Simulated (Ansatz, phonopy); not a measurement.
# Quasi-harmonic thermodynamics of InPd (Pm-3m), part 2 of 2

Aim: the lattice, expansion, heat capacity and bulk modulus of InPd as it warms. The starting cell is a computed one from a database.

Ansatz 0.2.0; DFT PBE, scalar-relativistic, plane waves, PAW.

So far. Step 2 (Probe on a coarse mesh): The start is under 3.9 GPa at this level and looks like a metal on this mesh. Step 4 (Relaxing to small residual forces and stress): The residual pressure is 1.7e-4 GPa, small enough for phonons. The relaxed cell has a = 3.305 Å (conventional setting).

**6. The quasi-harmonic study**

The study relaxes the crystal at several strains, solves the phonons on some of them and minimises the free energy at each temperature (static energy, vibrations, the electrons in a metal, and PV under a set pressure); the q-mesh sets how far the force constants reach.

input.yaml reads:

```yaml
crystal:
  lattice:
    - [3.3050521855, 0.0, 0.0]
    - [0.0, 3.3050521855, 0.0]
    - [0.0, 0.0, 3.3050521855]
  atoms:
    - { symbol: In, position: [0.0, 0.0, 0.0] }
    - { symbol: Pd, position: [0.5, 0.5, 0.5] }
kpoints:
  mp_grid: { grid: [16, 16, 16] }
hamiltonian:
  xc: pbe
scf:
  occupations: { method: methfessel_paxton, width: 0.2 }
output:
  eigenvalues: true
phonons:
  method: dfpt
  qmesh: [2, 2, 2]
  temperatures: { t_max: 650.0, t_step: 50 }
  thermal_expansion: {}
```

On the command line:

```
$ ansatz run input.yaml --threads 4 --pin off --max-ram 8192MiB --backend cpu --events-out ev --progress --plain --runs-dir out
```

Numbers of over 12 decimals in the logs are rounded to 6 here.

The log of the run:

```text
[...]
Crystal: 2 atoms, lattice volume = 36.102 Å³
Basis set: ecut = 487.2 eV, 895 PW (Γ), exchange–correlation on 48×48×48 points (8 copies of the dense FFT grid, shifted against one another)
Bands: 20, of which v1, the nominal top of the filled ones, is band 16 counted from 1 (15 counted from 0)
Symmetry: 48 space group operations
[...]
k-points: 165 of 4096
[...]
SCF iter   1: F=—  HF=-12571.674345 eV  |F-HF|=—  |Δ(HF+E_count)|=         —  Δρ=1.63e-3  dr2=9.27e-4  ethr=1.77e-3  ⟨swp⟩=5.1  Hψ=14552  notcnv=0
[...]
SCF iter   8: F=-12571.674783 eV  HF=-12571.674783 eV  |F-HF|=0.00e0  |Δ(HF+E_count)|=  1.64e-11  S|Δr|=    0.00e0  Δρ=4.71e-8  dr2=6.20e-13  ethr=1.00e-12  ⟨swp⟩=6.7  Hψ=14891  notcnv=0
SCF 1 converged in 8 iterations: F = -12571.674783 eV  dr2 = 6.20e-13
[...]
relax step   1: F+E_penalty+E_count = -12571.67478313 eV  Δ(F+E_penalty+E_count) = +0.000e0 eV  max|allowed force component| = 6.863e-29 eV/Å  Δτ_max = 0.0000 Å  (8 SCF iters, accepted)
SCF converged after 8 iterations
[...]
Free energy (F): -12571.674783 eV
[...]
Internal energy: -12571.674558 eV  (E = F + TS)
E sigma→0 (E₀):  -12571.674727 eV
Entropy (-TS):   -0.000225 eV (-0.113 meV/atom)
Fermi energy:    16.123772 eV
[...]
--- Stress (GPa, compression-positive) ---
       -0.019882       0.000000       0.000000
        0.000000      -0.019882       0.000000
        0.000000       0.000000      -0.019882
  P = ⅓ Tr σ = -0.0199 GPa (-0.199 kbar)
--- Band table (eV; the first three rows and the last of 165) ---
  k-point 0: bands = [... 12 lower, 13.8973, 13.8973, 13.8973, 20.2809, 20.2809, 20.2809, 25.1314, 26.4780]
  k-point 1: bands = [... 12 lower, 13.8525, 13.8525, 13.8949, 19.8154, 20.4013, 20.4013, 25.3720, 26.4587]
  k-point 2: bands = [... 12 lower, 13.7307, 13.7307, 13.8880, 18.7833, 20.7496, 20.7496, 25.6157, 26.4023]
  k-point 164: bands = [... 12 lower, 14.4852, 14.4852, 15.9092, 19.8631, 19.8631, 19.8631, 20.3843, 20.3843]
── thermal expansion: 3 new cells, 3 in all ──
thermal expansion: relaxation of cell 2
thermal expansion: relaxation of cell 3
── thermal expansion: 2 new cells, 5 in all ──
thermal expansion: relaxation of cell 4
thermal expansion: lower-state search of cell 4
thermal expansion: electrons of cell 4
thermal expansion: phonons of cell 4
WARN: thermal expansion, phonons of cell 4: eigensolver did not converge (k=17): 1 band(s) unlocked after 20 sweeps at ethr=1.00e-12 eV (lowest unlocked band 19, counted from 0; max residual 1.22e-5 eV among the unlocked bands, 1.22e-5 eV over every band)
thermal expansion: relaxation of cell 5
thermal expansion: electrons of cell 1
thermal expansion: electrons of cell 2
thermal expansion: electrons of cell 3
thermal expansion: electrons of cell 5
thermal expansion: phonons of cell 5
[...]
── thermal expansion: 6 new cells, 11 in all ──
thermal expansion: relaxation of cell 6
thermal expansion: relaxation of cell 7
thermal expansion: relaxation of cell 8
thermal expansion: relaxation of cell 9
thermal expansion: relaxation of cell 10
thermal expansion: relaxation of cell 11
thermal expansion: electrons of cell 6
thermal expansion: electrons of cell 7
thermal expansion: electrons of cell 8
thermal expansion: electrons of cell 9
thermal expansion: electrons of cell 10
thermal expansion: electrons of cell 11
thermal expansion: phonons of cell 6
[...]
thermal expansion: phonons of cell 7
[...]
thermal expansion: phonons of cell 8
[...]
WARN: thermal expansion: eigensolver_not_converged in the phonons of 5 cells: 4, 5, 6, 7, 8
--- Relaxed structure (1 steps of the walk, 1 accepted, 0 SCFs on fresh bases) ---
  F+E_penalty+E_count = -12571.67478313 eV   max|allowed force component| = 6.863e-29 eV/Å
  atoms:
    - { symbol: In, position: [0.0, 0.0, 0.0] }
    - { symbol: Pd, position: [0.500000, 0.500000, 0.500000] }
--- Thermal expansion: 11 cells in 3 rounds, 0 GPa ---
  no lower state was reached at cell 4; its state was not examined: fill_not_monotonic
  without vibrations: a 3.30455, b 3.30455, c 3.30455 Å, V 36.0859 Å³, B 109.47 GPa
  at 0 K: a 3.30914, b 3.30914, c 3.30914 Å, V 36.2365 Å³, B 107.77 GPa
  zero-point expansion: a +0.139, b +0.139, c +0.139, V +0.417 %
      T/K        a/Å        b/Å        c/Å       V/Å³ | expansion of a, b, c, V (1e-6/K)   | that of V in the mean from 25 °C | C_P, C_V (J/mol K of the cell) | B_T, B_S (GPa)
     0.00    3.30914    3.30914    3.30914    36.2365 |    0.00    0.00    0.00    0.00 |   50.02 |     0.000     0.000 |   107.77   107.77
   100.00    3.31235    3.31235    3.31235    36.3420 |   17.32   17.32   17.32   51.97 |   60.80 |    42.755    42.134 |   105.13   106.68
   200.00    3.31875    3.31875    3.31875    36.5531 |   20.63   20.63   20.63   61.90 |   64.26 |    49.826    48.126 |   100.76   104.31
   298.15    3.32576    3.32576    3.32576    36.7851 |   22.29   22.29   22.29   66.86 |       - |    52.343    49.507 |    96.06   101.56
   350.00    3.32967    3.32967    3.32967    36.9152 |   23.11   23.11   23.11   69.33 |   68.21 |    53.366    49.873 |    93.42    99.96
   450.00    3.33766    3.33766    3.33766    37.1814 |   24.84   24.84   24.84   74.53 |   70.95 |    55.253    50.329 |    87.97    96.57
   550.00    3.34630    3.34630    3.34630    37.4711 |   26.97   26.97   26.97   80.92 |   74.04 |    57.302    50.640 |    81.98    92.77
   650.00    3.35578    3.35578    3.35578    37.7905 |   29.74   29.74   29.74   89.23 |   77.68 |    59.765    50.889 |    75.36    88.50
  the static fit leaves 0.002 meV an atom of the energies and, of the stresses, 0.001 GPa of each cell's largest along a strain (root mean squares over the cells), whose Pulay part it has at -0.040 GPa
  vibrations' free energy: its fit leaves 0.0022 meV an atom at the most
  the electrons' free energy at temperature is in it; its fit leaves 0.0325 meV an atom at the most
  free energies summed between the sampled wave vectors
  estimated error of the fitted expansion in any direction: up to 0.137e-6/K, at 550 K (an estimate, not a bound: it was exceeded on models of known expansion)
  by sums over the sampled wave vectors an expansion of the volume parts by up to 7.63e-6/K
  by a static energy of one degree less an expansion of the volume parts by up to 0.65e-6/K
  the FFT grids of the static calculations differ: 24 × 24 × 24, 25 × 25 × 25
  eigensolver_not_converged in the phonons of 5 cells: 4, 5, 6, 7, 8
```

It took 16 min on 4 threads of Arm Neoverse V1, shared host; peak memory 1.9 GiB.

This step gave:

| Quantity | Value |
| --- | --- |
| pressure | -0.01988 GPa |
| volume expansion coefficient at 298 K | 66.86 1e-6/K |
| C_P at 298 K | 26.17 J/mol-atom/K |
| entropy at 298 K | 47.28 J/mol-atom/K |
| isothermal bulk modulus at 298 K | 96.06 GPa |
| Grüneisen parameter at 298 K | 2.874 |
| volume at 298 K | 18.39 Å³/atom |
| principal linear expansion coefficients at 298 K | 22.29, 22.29, 22.29 1e-6/K |

Strained cells of the study; zero-point energy where phonons were solved; the pressures are stresses at a fixed cutoff and can carry an offset from the finite basis. Expansion cells, by row:

| cell | \|a\| (Å) | \|b\| (Å) | \|c\| (Å) | V (Å³/atom) | E - E_lowest (meV/atom) | pressure, compression positive (GPa) | gap (eV) | zero-point energy (meV/atom) |
| --- | --- | --- | --- | --- | --- | --- | --- | --- |
| 1 | 3.305 | 3.305 | 3.305 | 18.05 | 0 | -0.059 | - | - |
| 2 | 3.331 | 3.331 | 3.331 | 18.49 | 3.484 | -2.505 | - | - |
| 3 | 3.279 | 3.279 | 3.279 | 17.62 | 3.611 | 2.773 | - | - |
| 4 | 3.305 | 3.305 | 3.305 | 18.05 | 0 | -0.082 | - | 18.38 |
| 5 | 3.322 | 3.322 | 3.322 | 18.33 | 1.433 | -1.654 | - | 17.62 |
| 6 | 3.338 | 3.338 | 3.338 | 18.59 | 5.241 | -3.024 | - | 16.91 |
| 7 | 3.354 | 3.354 | 3.354 | 18.86 | 11.46 | -4.304 | - | 16.19 |
| 8 | 3.37 | 3.37 | 3.37 | 19.14 | 19.89 | -5.471 | - | 15.48 |
| 9 | 3.272 | 3.272 | 3.272 | 17.52 | 5.642 | 3.524 | - | - |
| 10 | 3.289 | 3.289 | 3.289 | 17.79 | 1.345 | 1.64 | - | - |
| 11 | 3.397 | 3.397 | 3.397 | 19.61 | 38.11 | -7.163 | - | - |

Quasi-harmonic; a, b, c are the run's own cell vectors. Expansion, by row:

| T (K) | a (Å) | b (Å) | c (Å) | alpha (deg) | beta (deg) | gamma (deg) | cell volume (Å³/cell) | alpha_a (1e-6/K) | alpha_b (1e-6/K) | alpha_c (1e-6/K) | alpha_V (1e-6/K) | C_P (J/mol-atom/K) | C_V (J/mol-atom/K) | S (J/mol-atom/K) | B_T (GPa) | B_S (GPa) | Grueneisen | extrapolation | fit error (1e-6/K) |
| --- | --- | --- | --- | --- | --- | --- | --- | --- | --- | --- | --- | --- | --- | --- | --- | --- | --- | --- | --- |
| 0 | 3.309 | 3.309 | 3.309 | 90 | 90 | 90 | 36.24 | 0 | 0 | 0 | 0 | 0 | 0 | 0 | 107.8 | 107.8 | - | 0 | 0 |
| 50 | 3.31 | 3.31 | 3.31 | 90 | 90 | 90 | 36.26 | 11.18 | 11.18 | 11.18 | 33.53 | 13.87 | 13.8 | 8.407 | 107 | 107.5 | 2.839 | 0 | 0.02 |
| 100 | 3.312 | 3.312 | 3.312 | 90 | 90 | 90 | 36.34 | 17.32 | 17.32 | 17.32 | 51.97 | 21.38 | 21.07 | 20.87 | 105.1 | 106.7 | 2.838 | 0 | 0.03 |
| 150 | 3.315 | 3.315 | 3.315 | 90 | 90 | 90 | 36.44 | 19.46 | 19.46 | 19.46 | 58.38 | 23.78 | 23.2 | 30.07 | 103 | 105.6 | 2.844 | 0 | 0.04 |
| 200 | 3.319 | 3.319 | 3.319 | 90 | 90 | 90 | 36.55 | 20.63 | 20.63 | 20.63 | 61.9 | 24.91 | 24.06 | 37.08 | 100.8 | 104.3 | 2.853 | 0 | 0.05 |
| 250 | 3.322 | 3.322 | 3.322 | 90 | 90 | 90 | 36.67 | 21.52 | 21.52 | 21.52 | 64.55 | 25.63 | 24.5 | 42.72 | 98.41 | 103 | 2.863 | 0 | 0.05 |
| 298.1 | 3.326 | 3.326 | 3.326 | 90 | 90 | 90 | 36.79 | 22.29 | 22.29 | 22.29 | 66.86 | 26.17 | 24.75 | 47.28 | 96.06 | 101.6 | 2.874 | 0 | 0.05 |
| 300 | 3.326 | 3.326 | 3.326 | 90 | 90 | 90 | 36.79 | 22.32 | 22.32 | 22.32 | 66.95 | 26.19 | 24.76 | 47.45 | 95.97 | 101.5 | 2.874 | 0 | 0.05 |
| 350 | 3.33 | 3.33 | 3.33 | 90 | 90 | 90 | 36.92 | 23.11 | 23.11 | 23.11 | 69.33 | 26.68 | 24.94 | 51.52 | 93.42 | 99.96 | 2.887 | 0 | 0.05 |
| 400 | 3.334 | 3.334 | 3.334 | 90 | 90 | 90 | 37.05 | 23.94 | 23.94 | 23.94 | 71.82 | 27.15 | 25.06 | 55.11 | 90.75 | 98.32 | 2.901 | 0 | 0.08 |
| 450 | 3.338 | 3.338 | 3.338 | 90 | 90 | 90 | 37.18 | 24.84 | 24.84 | 24.84 | 74.53 | 27.63 | 25.16 | 58.34 | 87.97 | 96.57 | 2.917 | 0 | 0.11 |
| 500 | 3.342 | 3.342 | 3.342 | 90 | 90 | 90 | 37.32 | 25.85 | 25.85 | 25.85 | 77.54 | 28.12 | 25.25 | 61.27 | 85.05 | 94.72 | 2.935 | 0 | 0.13 |
| 550 | 3.346 | 3.346 | 3.346 | 90 | 90 | 90 | 37.47 | 26.97 | 26.97 | 26.97 | 80.92 | 28.65 | 25.32 | 63.98 | 81.98 | 92.77 | 2.956 | 0 | 0.14 |
| 600 | 3.351 | 3.351 | 3.351 | 90 | 90 | 90 | 37.63 | 28.26 | 28.26 | 28.26 | 84.77 | 29.23 | 25.39 | 66.5 | 78.76 | 90.69 | 2.98 | 0 | 0.1 |
| 650 | 3.356 | 3.356 | 3.356 | 90 | 90 | 90 | 37.79 | 29.74 | 29.74 | 29.74 | 89.23 | 29.88 | 25.44 | 68.86 | 75.36 | 88.5 | 3.007 | 0 | 0.1 |

Table of expansion coefficient by temperature; values in 1e-6/K:

| temperature (K) | volume | principal 1 |
| --- | --- | --- |
| 0 | 0 | 0 |
| 50 | 33.5 | 11.2 |
| 100 | 52.0 | 17.3 |
| 150 | 58.4 | 19.5 |
| 200 | 61.9 | 20.6 |
| 250 | 64.5 | 21.5 |
| 298 | 66.9 | 22.3 |
| 300 | 67.0 | 22.3 |
| 350 | 69.3 | 23.1 |
| 400 | 71.8 | 23.9 |
| 450 | 74.5 | 24.8 |
| 500 | 77.5 | 25.9 |
| 550 | 80.9 | 27.0 |
| 600 | 84.8 | 28.3 |
| 650 | 89.2 | 29.7 |

At 298 K the volume expansion is 66.9 × 10⁻⁶/K and B_T is 96.1 GPa. The q-mesh is coarse, so this is a first estimate. The program raised the cutoff to 487.2 eV by itself: with no cutoff typed, the study takes about 1.16 times the default for its relaxations and scales it with the volume for the phonons.

**7. Quasi-harmonic fit by phonopy**

This step: DFT PBE, scalar-relativistic, plane waves, PAW (phonopy 4.10.0).

Numbers from this step:

| Property | Result |
| --- | --- |
| volume expansion coefficient at 300 K | 67.28 1e-6/K |
| isothermal bulk modulus at 300 K | 95.92 GPa |
| C_P at 300 K | 26.31 J/mol-atom/K |
| Grüneisen parameter at 300 K | 2.921 |

Energy (each curve on its own zero) against volume; values in meV/atom:

| volume (Å³/atom) | static | F at 0 K | F at 300 K | F at 650 K |
| --- | --- | --- | --- | --- |
| 18.055 | 0 | 1.39 | 6.72 | 14.5 |
| 18.327 | 1.43 | 2.13 | 4.83 | 8.73 |
| 18.591 | 5.24 | 5.27 | 5.38 | 5.5 |
| 18.865 | 11.5 | 10.8 | 8.14 | 4.3 |
| 19.143 | 19.9 | 18.5 | 12.9 | 5.02 |

Phonopy-qha, vinet fit of F(V) at each temperature. Qha vinet, by row:

| T (K) | fitted volume (Å³/atom) | alpha_V (1e-6/K) | B_T (GPa) | C_P (J/mol-atom/K) | Grueneisen |
| --- | --- | --- | --- | --- | --- |
| 100 | 18.17 | 50.18 | 105.4 | 21.55 | 2.762 |
| 150 | 18.22 | 58.07 | 103.2 | 24.05 | 2.853 |
| 200 | 18.27 | 61.99 | 100.9 | 25.11 | 2.884 |
| 250 | 18.33 | 64.81 | 98.44 | 25.78 | 2.904 |
| 300 | 18.39 | 67.28 | 95.92 | 26.31 | 2.921 |
| 350 | 18.46 | 69.7 | 93.31 | 26.78 | 2.938 |
| 400 | 18.52 | 72.22 | 90.6 | 27.23 | 2.956 |
| 450 | 18.59 | 74.93 | 87.78 | 27.69 | 2.976 |
| 500 | 18.66 | 77.92 | 84.84 | 28.18 | 2.998 |
| 550 | 18.74 | 81.29 | 81.78 | 28.7 | 3.022 |
| 600 | 18.81 | 85.1 | 78.57 | 29.27 | 3.05 |

The volume expansion coefficient by temperature; values in 1e-6/K:

| temperature (K) | phonopy-qha, Vinet | Ansatz's own study |
| --- | --- | --- |
| 100 | 50.2 | 52.0 |
| 150 | 58.1 | 58.4 |
| 200 | 62.0 | 61.9 |
| 250 | 64.8 | 64.5 |
| 300 | 67.3 | 67.0 |
| 350 | 69.7 | 69.3 |
| 400 | 72.2 | 71.8 |
| 450 | 74.9 | 74.5 |
| 500 | 77.9 | 77.5 |
| 550 | 81.3 | 80.9 |
| 600 | 85.1 | 84.8 |

The fit gives a volume expansion of 67.3 × 10⁻⁶/K at 300 K, against 66.9 at 298 K from the study itself, whose static fit uses more cells.

**8. The quasi-harmonic study, q-mesh 4×4×4**

The study relaxes the crystal at several strains, solves the phonons on some of them and minimises the free energy at each temperature (static energy, vibrations, the electrons in a metal, and PV under a set pressure); the q-mesh sets how far the force constants reach.

This step: DFT PBE, scalar-relativistic, plane waves, PAW (Ansatz 0.2.0).

Changes to input.yaml since step 6:

```diff
@@ -18,3 +18,3 @@
   method: dfpt
-  qmesh: [2, 2, 2]
+  qmesh: [4, 4, 4]
   temperatures: { t_max: 650.0, t_step: 50 }
```

The log of the run:

```text
The last accepted step is kept in <dir> (removed where the run ends without a failure and the disk answers)
Engine: ansatz 0.2.0, aarch64-unknown-linux-gnu
Pseudopotentials: kind: paw
Pseudopotential: In, paw, valence charge 13, recommended cutoff 420 eV (normal), In.paw.azcp
Pseudopotential: Pd, paw, valence charge 18, recommended cutoff 420 eV (normal), Pd.paw.azcp
Functional definition: PBE
  parameter kappa = 0.804
  parameter beta = 0.066725
  exchange = pbe_x(kappa = kappa, mu = beta*pi^2/3)
  correlation = pbe_c(beta = beta)
Crystal: 2 atoms, lattice volume = 36.102 Å³
Basis set: ecut = 487.2 eV, 895 PW (Γ), exchange–correlation on 48×48×48 points (8 copies of the dense FFT grid, shifted against one another)
Bands: 20, of which v1, the nominal top of the filled ones, is band 16 counted from 1 (15 counted from 0)
Symmetry: 48 space group operations
Space group: Pm-3m (ITA 221), of the structure as read, at distance tolerance 3.3e-5 Å
k-points: 165 of 4096
Non-local potential: In, projectors of the file, l = 0: 2, l = 1: 2, l = 2: 2, l = 3: 2
Non-local potential: Pd, projectors of the file, l = 0: 2, l = 1: 2, l = 2: 2, l = 3: 1
PAW form: soft (Blöchl's): semilocal exchange-correlation on the pseudo side does not see the compensation charge
PAW one-centre angular grid: In, 590 points (default); XC on 64 Gauss nodes
PAW one-centre angular grid: Pd, 590 points (default); XC on 64 Gauss nodes
Initial density: superposition of atomic densities (neutral atoms: chi_scale 0, normalization atom), corrected by the library's trained network
Initial wavefunctions: pseudopotential atomic-orbital guess
Functional: x = pbe(κ = 0.804, μ = 0.219515), c = pbe(β = 0.066725)
SCF iter   1: F=—  HF=-12571.674345 eV  |F-HF|=—  |Δ(HF+E_count)|=         —  Δρ=1.63e-3  dr2=9.27e-4  ethr=1.77e-3  ⟨swp⟩=5.1  Hψ=14552  notcnv=0
preconditioner: auto → none  [metal: Δε(μ)=0.031 eV  Ē_g=14.314 eV  σ=0.200 eV  W_gap=0.13  n_scr=6 (ndim 8)  ℏωp=29.6 eV  f_vac=0.000  D(μ)=0.76/eV (n_scr^D=6)  sad-step TF]
SCF iter   2: F=—  HF=-12571.674819 eV  |F-HF|=—  |Δ(HF+E_count)|=   4.75e-4  S|Δr|=    0.00e0  Δρ=1.10e-3  dr2=5.33e-4  ethr=2.99e-6  ⟨swp⟩=2.8  Hψ=6696  notcnv=0
SCF iter   3: F=—  HF=-12571.674756 eV  |F-HF|=—  |Δ(HF+E_count)|=   6.30e-5  S|Δr|=    0.00e0  Δρ=3.79e-4  dr2=3.37e-5  ethr=1.72e-6  ⟨swp⟩=2.0  Hψ=4176  notcnv=0
SCF iter   4: F=—  HF=-12571.674787 eV  |F-HF|=—  |Δ(HF+E_count)|=   3.06e-5  S|Δr|=    0.00e0  Δρ=5.01e-5  dr2=4.43e-7  ethr=1.09e-7  ⟨swp⟩=2.3  Hψ=5534  notcnv=0
SCF iter   5: F=—  HF=-12571.674783 eV  |F-HF|=—  |Δ(HF+E_count)|=   3.92e-6  S|Δr|=    0.00e0  Δρ=1.40e-5  dr2=4.36e-8  ethr=1.43e-9  ⟨swp⟩=2.5  Hψ=5451  notcnv=0
[...]
E_local      = -2961.157634  (includes V_loc(G=0)·N_el)
  E_nonlocal   = 584.911021
  E_hartree    = 1201.445437
  E_xc         = -384.424959
  E_vxc        = -311.681507  (∫ρ·V_xc dr)
  E_paw        = -7907.257466  (= ΣΔE_a)
  E_vpaw       = -636.181886  (= ΣTr[D̂ρ^β])
  E_aug_tail   = 0.000123  (compensation charges beyond the density's cutoff)
  E_ewald      = -3864.737796
  E_smearing   = -0.000225  (= −TS)
  E_closure    = -0.000000  (closes the sum)
  Σ components = -12571.674783   (vs F -12571.674783, Δ=0.00e0)
--- Forces (eV/Å), atoms counted from 1 ---
  atom   1  In    -0.00000000     0.00000000     0.00000000
  atom   2  Pd     0.00000000    -0.00000000     0.00000000
  max |Σ_I F_I| component: 9.83e-29 eV/Å
--- Stress (GPa, compression-positive) ---
       -0.019882       0.000000       0.000000
        0.000000      -0.019882       0.000000
        0.000000       0.000000      -0.019882
  P = ⅓ Tr σ = -0.0199 GPa (-0.199 kbar)
--- Band table (eV; the first three rows and the last of 165) ---
  k-point 0: bands = [... 12 lower, 13.8973, 13.8973, 13.8973, 20.2809, 20.2809, 20.2809, 25.1314, 26.4780]
  k-point 1: bands = [... 12 lower, 13.8525, 13.8525, 13.8949, 19.8154, 20.4013, 20.4013, 25.3720, 26.4587]
  k-point 2: bands = [... 12 lower, 13.7307, 13.7307, 13.8880, 18.7833, 20.7496, 20.7496, 25.6157, 26.4023]
  k-point 164: bands = [... 12 lower, 14.4852, 14.4852, 15.9092, 19.8631, 19.8631, 19.8631, 20.3843, 20.3843]
── thermal expansion: 3 new cells, 3 in all ──
thermal expansion: relaxation of cell 2
thermal expansion: relaxation of cell 3
── thermal expansion: 2 new cells, 5 in all ──
thermal expansion: relaxation of cell 4
thermal expansion: lower-state search of cell 4
thermal expansion: electrons of cell 4
thermal expansion: phonons of cell 4
WARN: thermal expansion, phonons of cell 4: eigensolver did not converge (k=17): 1 band(s) unlocked after 20 sweeps at ethr=1.00e-12 eV (lowest unlocked band 19, counted from 0; max residual 1.22e-5 eV among the unlocked bands, 1.22e-5 eV over every band)
thermal expansion: relaxation of cell 5
thermal expansion: electrons of cell 1
thermal expansion: electrons of cell 2
thermal expansion: electrons of cell 3
thermal expansion: electrons of cell 5
thermal expansion: phonons of cell 5
WARN: thermal expansion, phonons of cell 5: eigensolver did not converge (k=53): 1 band(s) unlocked after 20 sweeps at ethr=1.00e-12 eV (lowest unlocked band 19, counted from 0; max residual 1.06e-5 eV among the unlocked bands, 1.06e-5 eV over every band)
── thermal expansion: 6 new cells, 11 in all ──
thermal expansion: relaxation of cell 6
thermal expansion: relaxation of cell 7
thermal expansion: relaxation of cell 8
thermal expansion: relaxation of cell 9
thermal expansion: relaxation of cell 10
thermal expansion: relaxation of cell 11
thermal expansion: electrons of cell 6
thermal expansion: electrons of cell 7
thermal expansion: electrons of cell 8
thermal expansion: electrons of cell 9
thermal expansion: electrons of cell 10
thermal expansion: electrons of cell 11
thermal expansion: phonons of cell 6
WARN: thermal expansion, phonons of cell 6: eigensolver did not converge (k=43): 1 band(s) unlocked after 20 sweeps at ethr=1.00e-12 eV (lowest unlocked band 19, counted from 0; max residual 4.37e-6 eV among the unlocked bands, 4.37e-6 eV over every band)
[key lines of the parts left out:]
SCF converged after 8 iterations
Free energy (F): -12571.674783 eV
Fermi energy:    16.123772 eV
```

The job ended after 56 min (4 threads; peak memory 4.8 GiB).

The run was cut off at its time limit.

**9. Summary of results**

```json
{
  "settings of these figures": "PBE, 487.2 eV, k 16×16×16, q 2×2×2",
  "volume expansion coefficient at 298 K": "66.86 1e-6/K",
  "C_P at 298 K": "26.17 J/mol-atom/K",
  "entropy at 298 K": "47.28 J/mol-atom/K",
  "isothermal bulk modulus at 298 K": "96.06 GPa",
  "Grüneisen parameter at 298 K": "2.874",
  "volume at 298 K": "18.39 Å³/atom",
  "principal linear expansion coefficients at 298 K": "22.29, 22.29, 22.29 1e-6/K"
}
```

What this shows: Near room temperature InPd expands by 66.9 × 10⁻⁶/K in volume by PBE, with C_P = 26.2 J/(mol K) per mole of atoms and B_T = 96.1 GPa. The q-mesh is coarse, and the expansion can converge slowly with it. C_P at room temperature is 105 % of the classical 3R an atom; C_V is 99 %, and the rest is expansion work. In this metal the study includes the electrons' free energy, which adds a term that grows with temperature, so the heat capacities need not level off at 3R. The log notes that a few bands missed the eigensolver's threshold in the phonon runs.

[Logs are printed without paths, hosts, clocks, repeated set-up lines and the standing remarks that a program may print on its own settings, such as how far it seeks lower states.]

[Hosts, paths, dates, database ids (printed as entryN), source tags and the programs' standing remarks are cut or masked in the printed files.]

[A step with changed settings may run another functional than the one named; its input shows which.]
